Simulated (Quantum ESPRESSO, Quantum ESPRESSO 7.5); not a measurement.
## Sr(111), 5 layers: parallel layout and speed

Which layout of ranks, pools and threads suits Sr(111), 5 layers? The physics should not care; the clock does.

Method: plane-wave DFT, PBE, PseudoDojo norm-conserving pseudopotentials, in Quantum ESPRESSO 7.5.

## (1) The starting structure

The cell holds 5 atoms: 5 Sr. Cell: a = 4.299 Å, b = 4.299 Å, c = 30.041 Å, α = 90.0°, β = 90.0°, γ = 60.0°. It derives from Sr. Vacuum lies along c.

## (2) Self-consistent run: 4 ranks, 4 pools, 1 thread a rank

The first run is the reference of the series.

File c0.in:

```
&control
  prefix = 'c0'
  outdir = './out'
  pseudo_dir = './pseudo'
  calculation = 'scf'
  tprnfor = .true.
/
&system
  ibrav = 0
  nat = 5
  ntyp = 1
  ecutwfc = 56
  ecutrho = 224
  occupations = 'smearing'
  smearing = 'mv'
  degauss = 0.02
  assume_isolated = 'esm'
  esm_bc = 'bc1'
/
&electrons
  conv_thr = 1e-07
  mixing_beta = 0.4
  electron_maxstep = 120
  mixing_mode = 'local-TF'
/
ATOMIC_SPECIES
  Sr  87.6200  Sr.dojo-sr-pbe-0.4.1-standard.upf
CELL_PARAMETERS angstrom
  4.29920922961421 0.00000000000000 0.00000000000000
  2.14960461480710 3.72322440903043 0.00000000000000
  0.00000000000000 0.00000000000000 30.04115854669170
ATOMIC_POSITIONS crystal
  Sr  0.666666666700 0.666666666700 -0.233698685836
  Sr  0.000000000000 0.000000000000 -0.116849342918
  Sr  0.333333333300 0.333333333300 0.000000000000
  Sr  0.666666666700 0.666666666700 0.116849342918
  Sr  0.000000000000 0.000000000000 0.233698685836
K_POINTS automatic
  6 6 1 0 0 0
```

Started as:

```bash
$ OMP_NUM_THREADS=1 mpirun -n 4 pw.x -nk 4 -in c0.in > c0.out
```

What it wrote:

```text
Program PWSCF v.7.5 starts
[citation notice left out]

     Parallel version (MPI & OpenMP), running on       4 processor cores
     Number of MPI processes:                 4
     Threads/MPI process:                     1

     MPI processes distributed on     1 nodes
[...]
Current dimensions of program PWSCF are:
     Max number of different atomic species (ntypx) = 10
     Max number of k-points (npk) =  40000
     Max angular momentum in pseudopotentials (lmaxx) =  4
     Message from routine setup:
     using ibrav=0 with symmetry is DISCOURAGED, use correct ibrav instead

     K-points division:     npool     =       4
     Subspace diagonalization in iterative solution of the eigenvalue problem:
     a serial algorithm will be used

     G-vector sticks info
     --------------------
     sticks:   dense  smooth     PW     G-vecs:    dense   smooth      PW
     Sum        1027    1027    295               184081   184081   28363

     Using Slab Decomposition

     bravais-lattice index     =            0
     lattice parameter (alat)  =       8.1243  a.u.
     unit-cell volume          =    3245.0476 (a.u.)^3
     number of atoms/cell      =            5
     number of atomic types    =            1
     number of electrons       =        50.00
     number of Kohn-Sham states=           30
     kinetic-energy cutoff     =      56.0000  Ry
     charge density cutoff     =     224.0000  Ry
     scf convergence threshold =      1.0E-07
     mixing beta               =       0.4000
     number of iterations used =            8  local-TF  mixing
     Exchange-correlation= PBE
                           (   1   4   3   4   0   0   0)

     Effective Screening Medium Method
     =================================
     Boundary Conditions: Vacuum-Slab-Vacuum
     total charge in unit cell        =   0.0000
     grid points for fit at edges     =        4

     celldm(1)=   8.124328  celldm(2)=   0.000000  celldm(3)=   0.000000
     celldm(4)=   0.000000  celldm(5)=   0.000000  celldm(6)=   0.000000

     crystal axes: (cart. coord. in units of alat)
               a(1) = (   1.000000   0.000000   0.000000 )
               a(2) = (   0.500000   0.866025   0.000000 )
               a(3) = (   0.000000   0.000000   6.987601 )

     reciprocal axes: (cart. coord. in units 2 pi/alat)
               b(1) = (  1.000000 -0.577350  0.000000 )
               b(2) = (  0.000000  1.154701  0.000000 )
               b(3) = (  0.000000  0.000000  0.143111 )

     PseudoPot. # 1 for Sr read from file:
     ./pseudo/Sr.dojo-sr-pbe-0.4.1-standard.upf
     Pseudo is Norm-conserving + core correction, Zval = 10.0
     Generated using ONCVPSP code by D. R. Hamann
     Using radial grid of 1834 points,  6 beta functions with:
                l(1) =   0
                l(2) =   0
                l(3) =   1
                l(4) =   1
                l(5) =   2
                l(6) =   2

     atomic species   valence    mass     pseudopotential
     Sr               10.00    87.62000     Sr( 1.00)

     12 Sym. Ops., with inversion, found ( 6 have fractional translation)

   Cartesian axes

     site n.     atom                  positions (alat units)
         1        Sr     tau(   1) = (   1.0000000   0.5773503  -1.6329932  )
         2        Sr     tau(   2) = (   0.0000000   0.0000000  -0.8164966  )
         3        Sr     tau(   3) = (   0.5000000   0.2886751   0.0000000  )
         4        Sr     tau(   4) = (   1.0000000   0.5773503   0.8164966  )
         5        Sr     tau(   5) = (   0.0000000   0.0000000   1.6329932  )

     number of k points=     7  Marzari-Vanderbilt smearing, width (Ry)=  0.0200
                       cart. coord. in units 2pi/alat
        k(    1) = (   0.0000000   0.0000000   0.0000000), wk =   0.0555556
        k(    2) = (   0.0000000   0.1924501   0.0000000), wk =   0.3333333
        k(    3) = (   0.0000000   0.3849002   0.0000000), wk =   0.3333333
        k(    4) = (   0.0000000  -0.5773503   0.0000000), wk =   0.1666667
        k(    5) = (   0.1666667   0.2886751   0.0000000), wk =   0.3333333
        k(    6) = (   0.1666667  -0.6735753   0.0000000), wk =   0.6666667
        k(    7) = (   0.3333333  -0.5773503   0.0000000), wk =   0.1111111

     Dense  grid:   184081 G-vectors     FFT dimensions: (  45,  45, 288)

     Estimated max dynamical RAM per process >     261.15 MB

     Estimated total dynamical RAM >     909.77 MB

     Initial potential from superposition of free atoms

     starting charge      49.9583, renormalised to      50.0000

     negative rho (up, down):  8.971E-05 0.000E+00
     Starting wfcs are   25 randomized atomic wfcs +    5 random wfcs

     total cpu time spent up to now is        1.3 secs

     per-process dynamical memory:   150.1 Mb

     Self-consistent Calculation

     iteration #  1     ecut=    56.00 Ry     beta= 0.40
     Davidson diagonalization with overlap
     ethr =  1.00E-02,  avg # of iterations = 16.3

     Threshold (ethr) on eigenvalues was too large:
     Diagonalizing with lowered threshold

     Davidson diagonalization with overlap
     ethr =  1.29E-04,  avg # of iterations = 28.6

     total cpu time spent up to now is       17.8 secs

     total energy              =    -342.29277440 Ry
     estimated scf accuracy    <       0.51976722 Ry

     iteration #  2     ecut=    56.00 Ry     beta= 0.40
[...]
total energy              =    -342.25227788 Ry
     estimated scf accuracy    <       0.33461322 Ry

     iteration #  3     ecut=    56.00 Ry     beta= 0.40
[...]
total energy              =    -342.26475007 Ry
     estimated scf accuracy    <       0.02149228 Ry

     iteration #  4     ecut=    56.00 Ry     beta= 0.40
[...]
c_bands:  1 eigenvalues not converged
[...]
total energy              =    -342.28132331 Ry
     estimated scf accuracy    <       0.06841650 Ry

     iteration #  5     ecut=    56.00 Ry     beta= 0.40
[...]
total energy              =    -342.28353039 Ry
     estimated scf accuracy    <       0.00978173 Ry

     iteration #  6     ecut=    56.00 Ry     beta= 0.40
[...]
c_bands:  1 eigenvalues not converged
[...]
total energy              =    -342.28172333 Ry
     estimated scf accuracy    <       0.00952929 Ry

     iteration #  7     ecut=    56.00 Ry     beta= 0.40
[...]
c_bands:  1 eigenvalues not converged
[...]
total energy              =    -342.28279316 Ry
     estimated scf accuracy    <       0.00852523 Ry

     iteration #  8     ecut=    56.00 Ry     beta= 0.40
[...]
negative rho (up, down):  5.475E-05 0.000E+00

[...]
total energy              =    -342.28168181 Ry
     estimated scf accuracy    <       0.00372777 Ry

     iteration #  9     ecut=    56.00 Ry     beta= 0.40
[...]
c_bands:  1 eigenvalues not converged
     c_bands:  3 eigenvalues not converged
[...]
total energy              =    -342.28272979 Ry
     estimated scf accuracy    <       0.00040931 Ry

     iteration # 10     ecut=    56.00 Ry     beta= 0.40
[...]
c_bands:  4 eigenvalues not converged
[...]
total energy              =    -342.28312224 Ry
     estimated scf accuracy    <       0.00184283 Ry

     iteration # 11     ecut=    56.00 Ry     beta= 0.40
[...]
c_bands:  1 eigenvalues not converged
[...]
total energy              =    -342.28246361 Ry
     estimated scf accuracy    <       0.00049315 Ry

     iteration # 12     ecut=    56.00 Ry     beta= 0.40
[...]
total energy              =    -342.28205299 Ry
     estimated scf accuracy    <       0.00023207 Ry

     iteration # 13     ecut=    56.00 Ry     beta= 0.40
[...]
total energy              =    -342.28194959 Ry
     estimated scf accuracy    <       0.00001046 Ry

     iteration # 14     ecut=    56.00 Ry     beta= 0.40
[...]
c_bands:  1 eigenvalues not converged
     c_bands:  3 eigenvalues not converged
[...]
total energy              =    -342.28203558 Ry
     estimated scf accuracy    <       0.00014950 Ry

     iteration # 15     ecut=    56.00 Ry     beta= 0.40
[...]
total energy              =    -342.28201365 Ry
     estimated scf accuracy    <       0.00014123 Ry

     iteration # 16     ecut=    56.00 Ry     beta= 0.40
[...]
total energy              =    -342.28185866 Ry
     estimated scf accuracy    <       0.00000870 Ry

     iteration # 17     ecut=    56.00 Ry     beta= 0.40
[...]
negative rho (up, down):  4.793E-05 0.000E+00

[...]
total energy              =    -342.28180360 Ry
     estimated scf accuracy    <       0.00000310 Ry

     iteration # 18     ecut=    56.00 Ry     beta= 0.40
[...]
total energy              =    -342.28182802 Ry
     estimated scf accuracy    <       0.00000330 Ry

     iteration # 19     ecut=    56.00 Ry     beta= 0.40
[...]
total energy              =    -342.28183061 Ry
     estimated scf accuracy    <       0.00000084 Ry

     iteration # 20     ecut=    56.00 Ry     beta= 0.40
[...]
End of self-consistent calculation

          k = 0.0000 0.0000 0.0000 ( 23115 PWs)   bands (ev):

   -39.6743 -39.6743 -39.3245 -39.3141 -39.3122 -21.7078 -21.7077 -21.5436
   -21.5436 -21.5436 -21.5436 -21.3690 -21.3004 -21.2413 -21.2326 -21.2326
   -21.2176 -21.2176 -21.2125 -21.2125  -6.2038  -5.9040  -5.4034  -4.7660
    -4.1308  -2.6429  -2.4007  -2.0229  -1.5933  -1.0672

          k = 0.0000 0.1925 0.0000 ( 23013 PWs)   bands (ev):

   -39.6722 -39.6722 -39.3221 -39.3120 -39.3105 -21.7024 -21.7024 -21.5783
   -21.5783 -21.5518 -21.5518 -21.3588 -21.3037 -21.2636 -21.2567 -21.2456
   -21.2425 -21.2354 -21.2259 -21.2191  -5.8247  -5.5330  -5.0416  -4.4088
    -3.7634  -2.6180  -2.2920  -1.9327  -1.5819  -1.2003

          k = 0.0000 0.3849 0.0000 ( 22935 PWs)   bands (ev):

   -39.6681 -39.6681 -39.3171 -39.3079 -39.3071 -21.6920 -21.6919 -21.6464
   -21.6464 -21.5681 -21.5681 -21.3497 -21.3487 -21.3200 -21.3017 -21.2739
   -21.2615 -21.2481 -21.2423 -21.2330  -4.8123  -4.5616  -4.1312  -3.5700
    -2.9759  -2.5535  -2.2087  -2.0686  -1.9926  -1.8071

          k = 0.0000-0.5774 0.0000 ( 22978 PWs)   bands (ev):

   -39.6661 -39.6661 -39.3146 -39.3058 -39.3055 -21.6869 -21.6869 -21.6799
   -21.6799 -21.5763 -21.5763 -21.3811 -21.3673 -21.3534 -21.2885 -21.2837
   -21.2709 -21.2558 -21.2505 -21.2401  -3.7395  -3.5834  -3.4002  -3.3049
    -3.2927  -2.6244  -2.5085  -2.3485  -2.3062  -2.0693

          k = 0.1667 0.2887 0.0000 ( 22978 PWs)   bands (ev):

   -39.6691 -39.6691 -39.3184 -39.3089 -39.3080 -21.6946 -21.6945 -21.6231
   -21.6231 -21.5707 -21.5707 -21.3462 -21.3272 -21.2972 -21.2969 -21.2712
   -21.2571 -21.2487 -21.2432 -21.2351  -5.1211  -4.8514  -4.3887  -3.7826
    -3.1432  -2.5408  -2.1103  -1.9410  -1.8195  -1.7084

          k = 0.1667-0.6736 0.0000 ( 22930 PWs)   bands (ev):

   -39.6661 -39.6661 -39.3146 -39.3058 -39.3055 -21.6867 -21.6867 -21.6626
   -21.6626 -21.5942 -21.5941 -21.3634 -21.3533 -21.3366 -21.3037 -21.2811
   -21.2749 -21.2713 -21.2587 -21.2496  -3.9429  -3.7447  -3.4041  -2.9956
    -2.7038  -2.5562  -2.3864  -2.2558  -2.1386  -2.0474

[...]
the Fermi energy is    -2.6799 ev

!    total energy              =    -342.28182943 Ry
     estimated scf accuracy    <       0.00000008 Ry
     smearing contrib. (-TS)   =      -0.00533190 Ry
     internal energy E=F+TS    =    -342.27649753 Ry

     The total energy is F=E-TS. E is the sum of the following terms:
     one-electron contribution =    5853.18448056 Ry
     hartree contribution      =   -2935.75537186 Ry
     xc contribution           =     -83.02053739 Ry
     ewald contribution        =   -3176.68506884 Ry

     convergence has been achieved in  20 iterations

     Forces acting on atoms (cartesian axes, Ry/au):

     atom    1 type  1   force =     0.00000000    0.00000000    0.00266937
     atom    2 type  1   force =     0.00000000   -0.00000000   -0.00143838
     atom    3 type  1   force =    -0.00000000    0.00000000    0.00000000
     atom    4 type  1   force =     0.00000000    0.00000000    0.00143838
     atom    5 type  1   force =     0.00000000    0.00000000   -0.00266937

     Total force =     0.004288     Total SCF correction =     0.000114

[...]
=------------------------------------------------------------------------------=
   JOB DONE.
=------------------------------------------------------------------------------=
[...]
```

Wall time 2.1 min (4 MPI ranks of Arm Neoverse V2, shared host); peak memory 0.98 GiB; 8.4 min of CPU time.

Numbers from this step:

```
free energy                                                    : -4656.9815 eV
Fermi energy                                                   : -2.680 eV
vacuum line at the lower end of the cell, over the Fermi level : 2.680 eV
vacuum line at the upper end of the cell, over the Fermi level : 2.680 eV
```

Electrostatic potential energy of an electron; zero at the Fermi level. Table of potential energy, planar mean by z:

z (Å), potential energy, planar mean (eV) and a bar from the least value:
```
      -15        2.7 ##############################
      -14        2.7 ##############################
      -13        2.7 ##############################
      -12        2.7 ##############################
      -11        2.7 ##############################
      -10        2.5 ##############################
       -9        1.9 #############################
       -8       -1.4 #######################
       -7      -15.8 
       -6       -0.6 #########################
       -5        1.4 ############################
       -4       -7.4 ##############
       -3       -7.0 ##############
       -2        1.4 ############################
       -1       -0.7 #########################
        0      -15.8 
        1       -0.7 #########################
        2        1.4 ############################
        3       -7.0 ##############
        4       -7.4 ##############
        5        1.4 ############################
        6       -0.6 #########################
        7      -15.8 
        8       -1.4 #######################
        9        1.9 #############################
       10        2.5 ##############################
       11        2.7 ##############################
       12        2.7 ##############################
       13        2.7 ##############################
       14        2.7 ##############################
```

The program's own clock; routines nest. Time by routine:

```
     routine  wall time (s)  calls
       PWSCF          125.8      1
   electrons          123.9      1
     c_bands          94.49     21
     cegterg          55.21     42
       h_psi          46.06    479
        fftw          40.78   9766
    vloc_psi          38.81    479
     mix_rho          17.86     21
        ffts          11.65   1514
    sum_band           7.18     21
    v_of_rho           3.88     21
  add_vuspsi           3.66    479
      calbec           3.64    487
h_psi:calbec           3.47    479
```

The vacuum levels are read from the outermost 0.7 Å of the cell on either side.

The run needed 20 iterations to bring the estimated error under 1e-07 Ry; the largest force on any atom, held or free, is 0.07 eV/Å.

Inside the slab this potential holds the local part of the pseudopotentials, which can be repulsive at the nuclei; only its value in the vacuum has a meaning of its own.

## (3) Self-consistent run: 4 ranks, 2 pools, 1 thread a rank

c1.in is the input of step 2 with these lines changed:

```diff
@@ -1,3 +1,3 @@
 &control
-  prefix = 'c0'
+  prefix = 'c1'
   outdir = './out'
```

Started as:

```bash
$ OMP_NUM_THREADS=1 mpirun -n 4 pw.x -nk 2 -in c1.in > c1.out
```

What it wrote:

```text
[banner, memory and clock lines left out]
Program PWSCF v.7.5 starts
[...]
Message from routine setup:
[...]
number of electrons       =        50.00
     number of Kohn-Sham states=           30
     kinetic-energy cutoff     =      56.0000  Ry
     charge density cutoff     =     224.0000  Ry
[...]
number of k points=     7  Marzari-Vanderbilt smearing, width (Ry)=  0.0200
[...]
Dense  grid:   184081 G-vectors     FFT dimensions: (  45,  45, 288)
[...]
negative rho (up, down):  8.971E-05 0.000E+00
     Starting wfcs are   25 randomized atomic wfcs +    5 random wfcs
[...]
estimated scf accuracy    <       0.51527118 Ry
[...]
estimated scf accuracy    <       0.33431742 Ry
[...]
estimated scf accuracy    <       0.01985491 Ry
[...]
estimated scf accuracy    <       0.04889871 Ry
[...]
estimated scf accuracy    <       0.00944397 Ry
[...]
estimated scf accuracy    <       0.01099979 Ry
[...]
estimated scf accuracy    <       0.00770519 Ry
[...]
estimated scf accuracy    <       0.00376506 Ry
[...]
negative rho (up, down):  1.837E-05 0.000E+00
[...]
estimated scf accuracy    <       0.00063966 Ry
[...]
estimated scf accuracy    <       0.00078688 Ry
[...]
estimated scf accuracy    <       0.00048642 Ry
[...]
estimated scf accuracy    <       0.00047319 Ry
[...]
estimated scf accuracy    <       0.00008822 Ry
[...]
estimated scf accuracy    <       0.00005304 Ry
[...]
estimated scf accuracy    <       0.00001585 Ry
[...]
estimated scf accuracy    <       0.00002019 Ry
[...]
estimated scf accuracy    <       0.00000160 Ry
[...]
estimated scf accuracy    <       0.00000057 Ry
[...]
estimated scf accuracy    <       0.00000018 Ry
[...]
the Fermi energy is    -2.6773 ev
!    total energy              =    -342.28182976 Ry
     estimated scf accuracy    <       0.00000006 Ry
     smearing contrib. (-TS)   =      -0.00533421 Ry
     internal energy E=F+TS    =    -342.27649555 Ry
[...]
one-electron contribution =    5853.18971214 Ry
     hartree contribution      =   -2935.76054603 Ry
     xc contribution           =     -83.02059281 Ry
     ewald contribution        =   -3176.68506884 Ry
     convergence has been achieved in  20 iterations
[...]
Total force =     0.004245     Total SCF correction =     0.000863
[...]
```

Elapsed: 1.8 min, on 4 MPI ranks; peak memory 0.64 GiB.

Numbers from this step:

| Item | Value |
| --- | --- |
| Fermi energy | -2.677 eV |
| vacuum line at the lower end of the cell, over the Fermi level | 2.677 eV |
| vacuum line at the upper end of the cell, over the Fermi level | 2.677 eV |

The program's own clock; routines nest. Time by routine:

```
     routine  wall time (s)  calls
       PWSCF          109.7      1
   electrons          108.1      1
     c_bands          90.64     21
     cegterg          67.71     86
       h_psi          56.99   1072
        fftw          51.24  20946
    vloc_psi          48.94   1072
     mix_rho           7.91     21
    sum_band           7.43     21
        ffts           4.88   1488
      calbec           4.07   1088
  add_vuspsi           4.01   1072
h_psi:calbec            3.9   1072
    v_of_rho           1.92     21
```

Counted from each run's own zero (the Fermi level), the vacuum level differs from the first run's by -3 meV.

(Continued in part 2 of 3.)

[Logs are printed without paths, hosts, clocks, repeated set-up lines and the standing remarks that a program may print on its own settings, such as how far it seeks lower states.]

[Hosts, paths, dates, database ids (printed as entryN), source tags and the programs' standing remarks are cut or masked in the printed files.]

[Maps of the electrostatic potential energy from Ansatz leave out the sawtooth potential of an applied field or a dipole correction, so their vacuum need not be flat; planar profiles and work functions include it.]
